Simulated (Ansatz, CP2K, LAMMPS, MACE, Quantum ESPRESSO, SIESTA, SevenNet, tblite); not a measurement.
# Running Li+ PF6- in diethyl carbonate and 1,3-dioxolane at 300 K (100 atoms) with SIESTA, part 2 of 2

How do the settings of SIESTA change the result for Li+ PF6- in diethyl carbonate and 1,3-dioxolane at 300 K (100 atoms)? A plane-wave run serves as the yardstick.

Program: SIESTA 5.4.2; the method stands at each step. Banners, paths, timers and routine set-up lines are dropped from the logs unmarked, and long logs keep their key lines alone; longer cuts are marked. The potentials were converted by us to PSML.

So far. Step 2 (PBE, DZP, shift 0.01 Ry, mesh 500 Ry): Forces lie 56 % from the reference's, at 0.52 times its CPU time (on 2 against 4 cores). Step 3 (PBE, SZP, shift 0.01 Ry, mesh 500 Ry): Against the first run (56 %), the force difference from the reference is 126 %, at 0.84 times the CPU time, with 678 basis functions against 943: the smaller basis costs accuracy.

## 4. PBE, DZP, shift 0.005 Ry, mesh 500 Ry

Method: Kohn-Sham DFT, PBE, PseudoDojo 0.4.1 norm-conserving pseudopotentials (converted to PSML), numerical atomic orbitals (DZP), diagonalisation.

The input, input.fdf:

```
SystemLabel cell
NumberOfAtoms 100
NumberOfSpecies 6
%block ChemicalSpeciesLabel
  1 6 C
  2 8 O
  3 1 H
  4 15 P
  5 9 F
  6 3 Li
%endblock ChemicalSpeciesLabel
LatticeConstant 1.0 Ang
%block LatticeVectors
  10.57902 0.00000 0.00000
  0.00000 10.57902 0.00000
  0.00000 0.00000 10.57902
%endblock LatticeVectors
PAO.BasisSize DZP
PAO.EnergyShift 0.005 Ry
PAO.Polarization.NonPerturbative T
XC.Functional GGA
XC.Authors PBE
MeshCutoff 500 Ry
%block kgrid_Monkhorst_Pack
  1 0 0 0.0
  0 1 0 0.0
  0 0 1 0.0
%endblock kgrid_Monkhorst_Pack
SolutionMethod diagon
OccupationFunction FD
ElectronicTemperature 580 K
SCF.Mixer.Method Pulay
SCF.Mixer.Weight 0.15
SCF.Mixer.History 8
SCF.Mix Hamiltonian
MaxSCFIterations 300
SCF.DM.Tolerance 1e-04
SCF.H.Tolerance 1.0e-3 eV
WriteForces T
Write.HirshfeldPop T
Write.VoronoiPop T
Write.DM F
Write.H F
XML.Write F
AtomicCoordinatesFormat Fractional
%block AtomicCoordinatesAndAtomicSpecies
[... 100 atom lines left out: the same atoms as in the first run ...]
%endblock AtomicCoordinatesAndAtomicSpecies
```

The run is started by

```console
> OMP_NUM_THREADS=1 mpirun -np 2 siesta < input.fdf > output.txt
```

Log:

```text
Version         : 5.4.2
reinit: System Name:
reinit: System Label: cell
initatom: Reading input for the pseudopotentials and atomic orbitals ----------
Species number:   1 Atomic number:    6 Label: C
Species number:   2 Atomic number:    8 Label: O
Species number:   3 Atomic number:    1 Label: H
Species number:   4 Atomic number:   15 Label: P
Species number:   5 Atomic number:    9 Label: F
Species number:   6 Atomic number:    3 Label: Li
Ground state valence configuration (from tables):   2s02  2p02  3d00  4f00
[... lines left out ...]
SCF Convergence by DM+H criterion
[... lines left out ...]
SCF cycle converged after 13 iterations
[... lines left out ...]
   Max    5.675429
[... lines left out ...]
   Max    5.675429    constrained
Stress tensor Voigt[x,y,z,yz,xz,xy] (kbar):      -67.10      -99.72      -65.36       -0.10        9.74       -1.00
[... lines left out ...]
siesta: FreeEng =    -23171.816219
[... lines left out ...]
siesta:         Fermi =      -5.627422
[... lines left out ...]
siesta:          77.39217651         52.43097514  kBar
[... lines left out ...]
     3    -0.032391    6.032391  O
     4     0.268303    3.731697  C
     5    -0.189012    6.189012  O
     6    -0.046082    6.046082  O
[...]
9     0.044233    0.955767  H
    10     0.030485    0.969515  H
    11     0.030397    0.969603  H
[...]
77     0.463816    4.536184  P
    78    -0.125216    7.125216  F
    79    -0.154037    7.154037  F
    80    -0.178772    7.178772  F
[...]
84     0.445212    4.554788  P
[...]
91     0.464168    4.535832  P
[...]
98     0.162115    2.837885  Li
    99     0.128876    2.871124  Li
   100     0.158984    2.841016  Li
--------------------
 Total    -0.000004
Voronoi Atomic Populations:
Atom #   charge [q] valence [e]  Species
[...]
67     0.024840    3.975160  C
    68    -0.101377    6.101377  O
    69     0.112917    3.887083  C
    70    -0.103095    6.103095  O
[...]
75     0.044040    0.955960  H
    76     0.019537    0.980463  H
    77     0.502988    4.497012  P
[...]
84     0.489437    4.510563  P
[...]
91     0.492293    4.507707  P
[...]
96    -0.169739    7.169739  F
    97    -0.144759    7.144759  F
    98     0.084512    2.915488  Li
    99     0.045668    2.954332  Li
   100     0.064263    2.935737  Li
--------------------
 Total    -0.000004
```

It took 2.1 min on 2 MPI ranks of Arm Neoverse V2, shared host; peak memory 1.9 GiB.

Compared with the plane-wave run:

```
r.m.s. force component                           : 1.343 eV/Å
r.m.s. difference of force components            : 628.1 meV/Å
longest difference of force vectors              : 2636 meV/Å
force difference over r.m.s. force               : 64.2 %
slope of forces against the reference's          : 1.236
correlation of force components                  : 0.9005
gap (highest filled to lowest empty level) : 4.703 eV
gap difference                                   : -0.265 eV
pressure                                         : 7.739 GPa
pressure difference                              : 4.542 GPa
```

This run lies far from the reference in forces at the same functional.

Against the first run (56 %), the force difference from the reference is 64 %, at 1.4 times the CPU time.

## 5. The ladder

Differences are against the plane-wave reference, forces as r.m.s. over components; share is that over the reference's r.m.s. force, slope the least-squares factor from reference forces to these. Total energies of different programs have different zeros and aren't compared.

| run | Δ force, r.m.s. (meV/Å) | share (%) | slope | Δ pressure (GPa) | Δ gap (eV) | cores | CPU time | memory (GiB) |
| --- | --- | --- | --- | --- | --- | --- | --- | --- |
| reference | - | - | - | - | - | 4 | 5.8 min | 3.1 |
| SIESTA PBE, DZP, shift 0.01 Ry, mesh 500 Ry | 548 | 56.0 | 1.208 | 3.51 | -0.219 | 2 | 3 min | 1.7 |
| SIESTA PBE, SZP, shift 0.01 Ry, mesh 500 Ry (coarse) | 1230 | 126 | 1.407 | 5.33 | -0.307 | 2 | 2.6 min | 1.5 |
| SIESTA PBE, DZP, shift 0.005 Ry, mesh 500 Ry | 628 | 64.2 | 1.236 | 4.54 | -0.265 | 2 | 4.1 min | 1.9 |

Rows marked coarse were listed beforehand as settings not expected to be converged; some can still land near the reference.

CPU time is summed over cores on a shared host, where runs went side by side, so it is rough. Symmetry, cutoffs, thresholds, outputs and thread counts weren't matched or tuned between programs; memory under MPI is the largest rank's times the ranks.

## 6. Outcome

- nearest in forces: SIESTA PBE, DZP, shift 0.01 Ry, mesh 500 Ry, 56 %
- its CPU time: 3 min

In words: The PBE runs in local orbitals, coarse settings apart, differ by 56 % (SIESTA PBE, DZP, shift 0.01 Ry, mesh 500 Ry) to 64 % (SIESTA PBE, DZP, shift 0.005 Ry, mesh 500 Ry); basis, grid and potentials can all enter, and differences of this size make the forces unusable. Runs with settings chosen to be coarse differ by 126 % (SIESTA PBE, SZP, shift 0.01 Ry, mesh 500 Ry), their programs' other errors included. One electronic-structure run takes under half the reference's CPU time: SIESTA PBE, SZP, shift 0.01 Ry, mesh 500 Ry, at 126 % in 2.6 min against 5.8 min, too far off to be of use; its pressure misses by +5.3 GPa. At the same functional, gaps differ from the reference's 4.97 eV by between -0.31 and -0.22 eV. In pressure, SIESTA PBE, SZP, shift 0.01 Ry, mesh 500 Ry misses by +5.3 GPa, at the same functional. The reference's pressure holds the uncorrected Pulay stress of its 60 Ry basis, so small pressure differences, and their order, may be the reference's own error. The network of contacts between molecules at the start is that of the classical potential that made the cell, and needn't be the one that DFT or experiment would give. The reference's stress is far from hydrostatic: its diagonal is 2.7, 5.2, 1.7 GPa, compression counted positive. The reference's PBE has no dispersion term, which matters for the binding between molecules or layers. The density was typed from a rule of thumb and may lie off the real one at this temperature. The electronic-structure runs sample only Γ, in a cell whose shortest periodic width is 11 Å.

[Also dropped from logs without a mark: logging warnings of Python, and SIESTA's first energy breakdown and zero terms.]

[Logs are printed without paths, hosts, clocks, repeated set-up lines and the standing remarks that a program may print on its own settings, such as how far it seeks lower states.]

[Hosts, paths, dates, database ids (printed as entryN), source tags and the programs' standing remarks are cut or masked in the printed files.]
